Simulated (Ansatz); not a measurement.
# Cu wire along [111], 7 atoms a period: bands by functional and under strain, part 2 of 3

Aim: is the Cu wire along [111], 7 atoms a period a metal or a semiconductor?

Ansatz 0.2.0; DFT PBE, plane waves, PAW; relaxation of a wire's period (the session's first sound run).

So far. Step 2 (The relaxed wire): The cell's length comes to 5.649 Å with spin left out.

## (3) The perfect wire

This step: DFT PBE, plane waves, PAW; channels and complex bands of a perfect wire (Ansatz 0.2.0).

At the relaxed period the Bloch states of the perfect wire are found at each energy: those that move forward count the open channels, and those that decay describe how a disturbance dies away inside the wire itself. An energy step of 0.035 eV is under the 0.039 eV that the program asks for its thermal average at 300 K.

The input, input.yaml:

```yaml
crystal:
  lattice:
    - [9.367, 0.0, 0.0]
    - [0.0, 9.764, 0.0]
    - [0.0, 0.0, 5.6492305444]
  atoms:
    - { symbol: Cu, position: [0.499989197, 0.5, 0.0] }
    - { symbol: Cu, position: [0.365840486, 0.425386987, 0.33186346] }
    - { symbol: Cu, position: [0.499989197, 0.648843755, 0.331349755] }
    - { symbol: Cu, position: [0.634137908, 0.425386987, 0.33186346] }
    - { symbol: Cu, position: [0.365840486, 0.574613013, 0.66813654] }
    - { symbol: Cu, position: [0.499989197, 0.351156245, 0.668650245] }
    - { symbol: Cu, position: [0.634137908, 0.574613013, 0.66813654] }
kpoints:
  mp_grid: { grid: [1, 1, 15] }
  band_path: { path: ["Γ", Z], npoints: 50 }
scf:
  occupations: { method: fermi_dirac, width: 0.05 }
hamiltonian:
  xc: pbe
output:
  transmission:
    e_range: [-2, 2]
    de: 0.035
    kmesh: [1, 1]
    reduced_basis: true
    leads: [[0, 0]]
  dos: { e_range: [-5, 4] }
  write_potential: true
  write_density: true
  volumetric_format: npy
  elf: true
```

Run with:

```console
> ansatz run input.yaml --threads 8 --pin off --max-ram 16384MiB --backend cpu --events-out ev --progress --plain --runs-dir out
```

Numbers of over 12 decimals in the logs are rounded to 6 here.

The program printed:

```text
[...]
Crystal: 7 atoms, lattice volume = 516.675 Å³
Basis set: ecut = 420 eV, 10133 PW (Γ)
Bands: 80, of which v1, the nominal top of the filled ones, is band 67 counted from 1 (66 counted from 0)
Symmetry: 4 space group operations
[...]
k-points: 8 of 15
[...]
SCF iter   1: F=—  HF=-46367.519946 eV  |F-HF|=—  |Δ(HF+E_count)|=         —  Δρ=3.51e-3  dr2=1.71e-1  ethr=1.77e-3  ⟨swp⟩=8.4  Hψ=2769  notcnv=0  defer=1
[...]
SCF iter  10: F=-46367.503526 eV  HF=-46367.503526 eV  |F-HF|=8.77e-9  |Δ(HF+E_count)|=   6.27e-8  Δρ=4.10e-6  dr2=7.08e-8  ethr=7.52e-11  ⟨swp⟩=10.2  Hψ=2184  notcnv=0
SCF 1 converged in 10 iterations: F = -46367.503526 eV  dr2 = 7.08e-8
[...]
NSCF: frozen V_eff on 51 k-points
transmission: 7 of 42 steps passed
transmission: 14 of 42 steps passed
[...]
transmission: 42 of 42 steps passed
WARN: The output density's exchange-correlation potential varies sharply where the density is thin. Do not read a vacuum level from v_tot or v_xc, or from such a field of the output density. On a cell that repeats whose density bears no net charge and no dipole along the vacuum's axis use v_es (v_loc + v_h of the components); under efield.dipole_correction with no amplitude use v_es + v_field, which holds any externa [...]
SCF converged after 10 iterations
Free energy (F): -46367.503526 eV
[...]
Internal energy: -46367.469890 eV  (E = F + TS)
E sigma→0 (E₀):  -46367.486708 eV
Entropy (-TS):   -0.033636 eV (-4.805 meV/atom)
Fermi energy:    -1.146040 eV
[...]
--- Band table (eV; the first three rows and the last of 8) ---
  k-point 0: bands = [... 63 lower, -2.1181, -1.6645, -1.6521, -0.7238, -0.3712, 0.8958, 0.9577, 1.1617, ... 9 higher]
  k-point 1: bands = [... 63 lower, -2.1198, -1.6544, -1.6421, -1.0324, -0.0117, 0.9276, 0.9727, 1.1715, ... 9 higher]
  k-point 2: bands = [... 63 lower, -2.1248, -1.6229, -1.6106, -1.3950, 0.4654, 0.9934, 1.0779, 1.1894, ... 9 higher]
  k-point 7: bands = [... 63 lower, -2.0614, -2.0595, -1.0579, -1.0455, -0.3107, -0.2955, 1.3142, 1.5029, ... 9 higher]
--- Transmission ---
  basis      : 811 plane waves across, 7 finite elements along
  points     : 1, standing for a mesh of 1 x 1
  filling    : by the input's occupations and mesh, since the crystals that have channels conduct as metals do. If one of these is a semiconductor, that mesh has misplaced its level
  energies   : 115 from -2.000000 to 1.990000 eV about the Fermi level, 0.035000 eV apart; the leads are filled to 0.000000 eV, and channels, transmission and decay are at -0.005000 eV
  crystal 0  : Cu7, at the sites [0, 0], period 5.6492 Å: whole cells are its period
    offset         : up to 0.0000 Å between an atom of the period and one for which it stands
    filled         : 4.0 meV over the level at which it is neutral
    channels       : 3.000000e0 a spin
    conductance    : 2.5246e14 S/m² at 300 K; may be off by some 0.0 % by where its bands' edges are placed, 0.1 % from the distance to neutral
```

Wall time 92 s (8 threads of Arm Neoverse V2, shared host); peak memory 2.7 GiB.

Reading the cycles: dr2 is the Hartree energy of the density residual (eV), the measure of convergence; HF is the Harris–Foulkes estimate of the energy, which meets the free energy F at convergence.

This step gave:

```yaml
energy_at_zero_smearing: -46367.4867 eV
channels_at_the_energy_nearest_the_fermi_level_one_spin: 3
conductance_of_the_lead_as_this_run_defines_it: 2.980 G₀
band_gap: 0 eV
```

Open channels of the lead, one spin against energy, zero at the Fermi level:

energy (eV), open channels of the lead, one spin and a bar:
```
    -2.00       1.00 ########
    -1.90       0.00 
    -1.79       2.00 ###############
    -1.69       4.00 ##############################
    -1.58       1.00 ########
    -1.48       4.00 ##############################
    -1.37       2.00 ###############
    -1.23       2.00 ###############
    -1.12       2.00 ###############
    -1.02       0.00 
    -0.92       3.00 ######################
    -0.81       1.00 ########
    -0.70       1.00 ########
    -0.60       1.00 ########
    -0.49       3.00 ######################
    -0.39       3.00 ######################
    -0.28       3.00 ######################
    -0.18       3.00 ######################
    -0.07       3.00 ######################
    -0.01       3.00 ######################
     0.07       3.00 ######################
     0.17       1.00 ########
     0.28       1.00 ########
     0.38       1.00 ########
     0.48       0.00 
     0.59       0.00 
     0.69       0.00 
     0.80       2.00 ###############
     0.91       3.00 ######################
     1.01       3.00 ######################
     1.11       3.00 ######################
     1.22       3.00 ######################
     1.36       3.00 ######################
     1.47       3.00 ######################
     1.57       3.00 ######################
     1.68       3.00 ######################
     1.78       3.00 ######################
     1.89       3.00 ######################
     1.99       3.00 ######################
```

The slowest values at each energy, most degenerate partners merged, listed up to 1.5 1/Å. Im kz of the slowest decaying states against energy, zero at the Fermi level:

| energy (eV) | decay 1 (Å⁻¹) | decay 2 (Å⁻¹) | decay 3 (Å⁻¹) | decay 4 (Å⁻¹) |
| --- | --- | --- | --- | --- |
| -2.0000 | 0.0954 | 0.0999 | 0.433 | 0.476 |
| -1.7550 | 0.108 | 0.110 | 0.189 | 0.380 |
| -1.5100 | 0.125 | 0.133 | 0.275 | 0.333 |
| -1.2650 | 0.125 | 0.324 | 0.324 | 0.354 |
| -0.9850 | 0.00873 | 0.148 | 0.239 | 0.264 |
| -0.7400 | 0.331 | 0.335 | 0.375 | 0.387 |
| -0.4950 | 0.567 | 0.57 | 0.707 | 0.818 |
| -0.2500 | 0.731 | 0.731 | 0.780 | 0.836 |
| -0.0050 | 0.828 | 0.841 | 0.844 | 0.853 |
| 0.2400 | 0.0669 | 0.0692 | 0.861 | 0.875 |
| 0.4850 | 0.0209 | 0.0825 | 0.0833 | 0.750 |
| 0.7650 | 0.0087 | 0.0329 | 0.0396 | 0.639 |
| 1.0100 | 0.559 | 0.616 | 0.694 | 0.904 |
| 1.2550 | 0.478 | 0.540 | 0.618 | 0.903 |
| 1.5000 | 0.387 | 0.456 | 0.541 | 0.896 |
| 1.7450 | 0.273 | 0.356 | 0.455 | 0.882 |

Electronic bands along the path, in eV, zero at the Fermi level:

```csv
point,band 64,band 65,band 66,band 67,band 68,band 69,band 70,band 71
Γ,-0.97,-0.52,-0.51,0.42,0.77,2.04,2.10,2.31
halfway,-0.98,-0.69,-0.36,-0.35,1.93,1.96,2.07,2.39
Z,-0.91,-0.91,0.11,0.13,0.80,0.81,2.47,2.66
```

ELF in the cb plane at fractional x = 0.500, with atoms of Cu within 0.2 Å of it. It is the smooth field of the valence electrons, not physical close to the nuclei.

Ten even steps from '_' (0.00) to '@' (0.80), each cell a mean:
```
________________________________
________________________________
________________________________
______................__________
__..............::::::....______
................::::::::......__
........::--::..::------::::....
::::..::==%%++::::--------::::::
::::::::++@@**::::------------::
::::::::--==--::::--::::----::::
==::::::::::::::::::::::--::::--
@@++::::--::::::::::::----::--##
##==::----::::::::::::::--::::++
::::::----::::::::::::::::::::::
::::------::----::--****--::::::
::::------------::==@@@@--::::::
::::::::------::..::====::....::
........::----::....::::........
______....::::::::..............
__________....................__
______________............______
________________________________
________________________________
________________________________
```
Columns run along c (5.6 Å), rows up along b (9.8 Å). Atoms in or near the plane, at fractional coordinates: Cu at (0.00, 0.50), Cu at (0.33, 0.65), Cu at (0.67, 0.35).

Valence density in the cb plane at fractional x = 0.500, with atoms of Cu within 0.2 Å of it. It is the smooth field of the valence electrons, not physical close to the nuclei.

Values in e/Å³, 24 rows by 16 columns, each cell a mean:
```
 0  0  0  0  0  0  0  0  0  0  0  0  0  0  0  0
 0  0  0  0  0  0  0  0  0  0  0  0  0  0  0  0
 0  0  0  0  0  0  0  0  0  0  0  0  0  0  0  0
 0  0  0  0  0  0  0  0  0  0  0  0  0  0  0  0
 0  0  0  0  0  0  0  0  0  0  0  0  0  0  0  0
 0  0  0  0  0  0  0  0  0  0  0  0  0  0  0  0
 0  0  0  0  2  3  2  0  0  0  0  0  0  0  0  0
 0  0  0  1 10 29 14  2  0  0  0  0  0  0  0  0
 0  0  0  2 15 44 20  3  0  0  0  0  0  0  0  0
 1  0  0  1  3  8  4  1  0  0  0  0  0  0  0  1
 9  3  1  0  0  1  0  0  0  0  0  0  0  0  1  6
43 12  1  0  0  0  0  0  0  0  0  0  0  1  4 25
26  8  1  0  0  0  0  0  0  0  0  0  0  0  3 15
 3  1  0  0  0  0  0  0  0  1  2  2  1  0  1  2
 0  0  0  0  0  0  0  0  1  4 19 18  4  1  0  0
 0  0  0  0  0  0  0  0  1  7 38 35  7  1  0  0
 0  0  0  0  0  0  0  0  0  2 10  9  2  0  0  0
 0  0  0  0  0  0  0  0  0  0  1  1  0  0  0  0
 0  0  0  0  0  0  0  0  0  0  0  0  0  0  0  0
 0  0  0  0  0  0  0  0  0  0  0  0  0  0  0  0
 0  0  0  0  0  0  0  0  0  0  0  0  0  0  0  0
 0  0  0  0  0  0  0  0  0  0  0  0  0  0  0  0
 0  0  0  0  0  0  0  0  0  0  0  0  0  0  0  0
 0  0  0  0  0  0  0  0  0  0  0  0  0  0  0  0
```
Columns run along c (5.6 Å), rows up along b (9.8 Å). Atoms in or near the plane, at fractional coordinates: Cu at (0.00, 0.50), Cu at (0.33, 0.65), Cu at (0.67, 0.35).

Electrostatic potential energy in the cb plane at fractional x = 0.500, with atoms of Cu within 0.2 Å of it. With pseudopotentials it is smooth inside the atoms' cores, unlike the true potential.

Ten even steps from '_' (-54 eV) to '@' (4 eV), each cell a mean:
```
@@@@@@@@@@@@@@@@@@@@@@@@@@@@@@@@
@@@@@@@@@@@@@@@@@@@@@@@@@@@@@@@@
@@@@@@@@@@@@@@@@@@@@@@@@@@@@@@@@
@@@@@@@@@@@@@@@@@@@@@@@@@@@@@@@@
@@@@@@@@@@@@@@@@@@@@@@@@@@@@@@@@
@@@@@@@@%%%%%%@@@@@@@@@@@@@@@@@@
@@@@@@%%++==++##@@@@@@@@@@@@@@@@
@@@@%%++..____==%%@@@@@@@@@@@@@@
@@@@%%++______==%%@@@@@@@@@@@@@@
##%%%%##--..--**%%@@@@@@@@@@%%##
..--##%%%%##%%@@@@@@@@@@@@%%**::
____++%%@@@@@@@@@@@@@@@@@@%%--__
__..**%%@@@@@@@@@@@@@@@@@@%%==__
==**%%@@@@@@@@@@%%##++++##%%##++
%%@@@@@@@@@@@@@@##--____--##@@%%
@@@@@@@@@@@@@@@@##..____::##@@@@
@@@@@@@@@@@@@@@@%%==....==%%@@@@
@@@@@@@@@@@@@@@@@@%%####%%@@@@@@
@@@@@@@@@@@@@@@@@@@@@@@@@@@@@@@@
@@@@@@@@@@@@@@@@@@@@@@@@@@@@@@@@
@@@@@@@@@@@@@@@@@@@@@@@@@@@@@@@@
@@@@@@@@@@@@@@@@@@@@@@@@@@@@@@@@
@@@@@@@@@@@@@@@@@@@@@@@@@@@@@@@@
@@@@@@@@@@@@@@@@@@@@@@@@@@@@@@@@
```
Columns run along c (5.6 Å; values clipped at the 3rd and 97th percentile), rows up along b (9.8 Å). Atoms in or near the plane, at fractional coordinates: Cu at (0.00, 0.50), Cu at (0.33, 0.65), Cu at (0.67, 0.35).

By hand: the program gives 2.5246 × 10^14 S/m² over the cell's cross-section of 91.46 Å² = 9.146 × 10^-19 m², so one cell conducts 2.309 × 10^-4 S. Divided by G0 = 2e²/h = 7.748 × 10^-5 S this is 2.98 G0, a resistance of 4.33 kΩ.

At the computed energy nearest the Fermi level there are 3 channels a spin, and the thermal average gives 2.98 G₀.

## (4) Levels at the same atoms, level LDA, cutoff 420 eV

This step: DFT LDA, plane waves, PAW; bands of a perfect wire at the PBE geometry (Ansatz 0.2.0).

The atoms stay at the PBE geometry and the functional changes. At fixed atoms LDA and the gradient-corrected functionals usually give like bands; this run checks that. Against the first PBE run of this kind, the mesh along the wire has 11 points against 15.

input.yaml, the sections that differ from step 3:

```yaml
kpoints:
  mp_grid: { grid: [1, 1, 11] }
  band_path: { path: ["Γ", Z], npoints: 50 }
hamiltonian:
  xc: lda
# crystal, scf: as in step 3
# output: removed
```

The program printed:

```text
[...]
Crystal: 7 atoms, lattice volume = 516.675 Å³
Basis set: ecut = 420 eV, 10133 PW (Γ)
Bands: 80, of which v1, the nominal top of the filled ones, is band 67 counted from 1 (66 counted from 0)
Symmetry: 4 space group operations
[...]
k-points: 6 of 11
[...]
SCF iter   1: F=—  HF=-45878.679882 eV  |F-HF|=—  |Δ(HF+E_count)|=         —  Δρ=1.10e-2  dr2=4.40e-1  ethr=1.77e-3  ⟨swp⟩=8.7  Hψ=2112  notcnv=0  defer=4
[...]
SCF iter  10: F=-45878.605984 eV  HF=-45878.605984 eV  |F-HF|=1.46e-10  |Δ(HF+E_count)|=   1.09e-8  Δρ=1.25e-6  dr2=1.07e-8  ethr=7.52e-11  ⟨swp⟩=2.2  Hψ=1296  notcnv=0
SCF 1 converged in 10 iterations: F = -45878.605984 eV  dr2 = 1.07e-8
[...]
SCF converged after 10 iterations
Free energy (F): -45878.605984 eV
[...]
Internal energy: -45878.567097 eV  (E = F + TS)
E sigma→0 (E₀):  -45878.586541 eV
Entropy (-TS):   -0.038887 eV (-5.555 meV/atom)
Fermi energy:    -1.498962 eV
[...]
--- Band table (eV; the first three rows and the last of 6) ---
  k-point 0: bands = [... 63 lower, -2.4755, -2.0035, -1.9916, -1.0738, -0.7147, 0.6476, 0.6795, 0.8370, ... 9 higher]
  k-point 1: bands = [... 63 lower, -2.4786, -1.9846, -1.9727, -1.5197, -0.1744, 0.6770, 0.7335, 0.8518, ... 9 higher]
  k-point 2: bands = [... 63 lower, -2.4816, -1.9573, -1.9237, -1.9118, 0.4220, 0.6950, 0.8089, 1.0357, ... 9 higher]
  k-point 5: bands = [... 63 lower, -2.4142, -2.4124, -1.4207, -1.4086, -0.6139, -0.5988, 1.0391, 1.2003, ... 9 higher]
```

It took 10 s on 8 threads; peak memory 2.1 GiB.

This step gave:

```yaml
energy_at_zero_smearing: -45878.5865 eV
```

Electronic bands along the path, in eV, zero at the Fermi level:

```
  point  band 64  band 65  band 66  band 67  band 68  band 69  band 70  band 71
      Γ    -0.98    -0.50    -0.49     0.43     0.78     2.15     2.18     2.34
halfway    -0.97    -0.68    -0.34    -0.33     1.94     1.97     2.16     2.46
      Z    -0.91    -0.91     0.12     0.13     0.82     0.83     2.56     2.72
```

Bands cross the Fermi level, as under PBE at the relaxed period.

## (5) Levels at the same atoms, level PBEsol, cutoff 420 eV

This step: DFT PBEsol, plane waves, PAW; bands of a perfect wire at the PBE geometry (Ansatz 0.2.0).

The atoms stay at the PBE geometry and the functional changes. At fixed atoms LDA and the gradient-corrected functionals usually give like bands; this run checks that. Against the first PBE run of this kind, the mesh along the wire has 11 points against 15.

input.yaml, as its differences from that of step 4:

```diff
@@ -19,2 +19,2 @@
 hamiltonian:
-  xc: lda
+  xc: pbesol
```

The program printed:

```text
[...]
Crystal: 7 atoms, lattice volume = 516.675 Å³
Basis set: ecut = 420 eV, 10133 PW (Γ)
Bands: 80, of which v1, the nominal top of the filled ones, is band 67 counted from 1 (66 counted from 0)
Symmetry: 4 space group operations
[...]
k-points: 6 of 11
[...]
--- Band table (eV; the first three rows and the last of 6) ---
  k-point 0: bands = [... 63 lower, -2.1940, -1.7387, -1.7267, -0.8090, -0.4663, 0.8803, 0.9184, 1.1007, ... 9 higher]
  k-point 1: bands = [... 63 lower, -2.1972, -1.7202, -1.7081, -1.2563, 0.0759, 0.9240, 0.9609, 1.1179, ... 9 higher]
  k-point 2: bands = [... 63 lower, -2.2018, -1.6892, -1.6605, -1.6484, 0.6621, 0.9586, 1.0847, 1.2682, ... 9 higher]
  k-point 5: bands = [... 63 lower, -2.1339, -2.1320, -1.1593, -1.1470, -0.3682, -0.3531, 1.2672, 1.4384, ... 9 higher]
[key lines of the parts left out:]
SCF converged after 10 iterations
Free energy (F): -46110.975808 eV
Fermi energy:    -1.237060 eV
```

The job ended after 9.6 s (8 threads; peak memory 2.1 GiB).

The electronic bands at the labelled points (eV, zero at the Fermi level):

```
  point  band 64  band 65  band 66  band 67  band 68  band 69  band 70  band 71
      Γ    -0.96    -0.50    -0.49     0.43     0.77     2.12     2.16     2.34
halfway    -0.96    -0.67    -0.34    -0.33     1.94     1.97     2.13     2.42
      Z    -0.89    -0.89     0.12     0.14     0.80     0.82     2.52     2.69
```

Bands cross the Fermi level, as under PBE at the relaxed period.

## (6) Levels at the same atoms, level r2SCAN, cutoff 500 eV

This step: DFT r2SCAN, plane waves, PAW; bands of a perfect wire at the PBE geometry (Ansatz 0.2.0).

The atoms stay at the PBE geometry and the functional changes. r2SCAN also reads the kinetic-energy density; it often gives larger moments and wider gaps than PBE, at a higher cost. Against the first PBE run of this kind, the cutoff is 500 eV against 420 and the mesh along the wire has 11 points against 15.

input.yaml, as its differences from that of step 5:

```diff
@@ -19,2 +19,2 @@
 hamiltonian:
-  xc: pbesol
+  xc: r2scan
```

The program printed:

```text
[...]
Crystal: 7 atoms, lattice volume = 516.675 Å³
Basis set: ecut = 500 eV, 13129 PW (Γ), exchange–correlation on 288×288×180 points (64 copies of the dense FFT grid, shifted against one another)
Bands: 80, of which v1, the nominal top of the filled ones, is band 67 counted from 1 (66 counted from 0)
Symmetry: 4 space group operations
[...]
k-points: 6 of 11
[...]
--- Band table (eV; the first three rows and the last of 6) ---
  k-point 0: bands = [... 63 lower, -2.2314, -1.7273, -1.7144, -0.7148, -0.3774, 1.0288, 1.0769, 1.2640, ... 9 higher]
  k-point 1: bands = [... 63 lower, -2.2346, -1.7070, -1.6940, -1.2019, 0.2011, 1.0853, 1.1161, 1.2872, ... 9 higher]
  k-point 2: bands = [... 63 lower, -2.2434, -1.6731, -1.6417, -1.6286, 0.8028, 1.1507, 1.2900, 1.4478, ... 9 higher]
  k-point 5: bands = [... 63 lower, -2.1796, -2.1778, -1.1095, -1.0960, -0.2665, -0.2517, 1.4237, 1.6044, ... 9 higher]
[key lines of the parts left out:]
SCF converged after 10 iterations
Free energy (F): -46408.567043 eV
Fermi energy:    -1.187338 eV
```

The job ended after 19 s (8 threads; peak memory 3.2 GiB; 2.4 min of CPU time).

Electronic bands along the path, in eV, zero at the Fermi level:

```
  point  band 64  band 65  band 66  band 67  band 68  band 69  band 70  band 71
      Γ    -1.04    -0.54    -0.53     0.47     0.81     2.22     2.26     2.45
halfway    -1.06    -0.73    -0.37    -0.36     2.06     2.08     2.22     2.51
      Z    -0.99    -0.99     0.12     0.14     0.85     0.86     2.63     2.81
```

Bands cross the Fermi level, as under PBE at the relaxed period.

(Part 2 of 3 ends here.)

[Logs are printed without paths, hosts, clocks, repeated set-up lines and the standing remarks that a program may print on its own settings, such as how far it seeks lower states.]

[Hosts, paths, dates, database ids (printed as entryN), source tags and the programs' standing remarks are cut or masked in the printed files.]
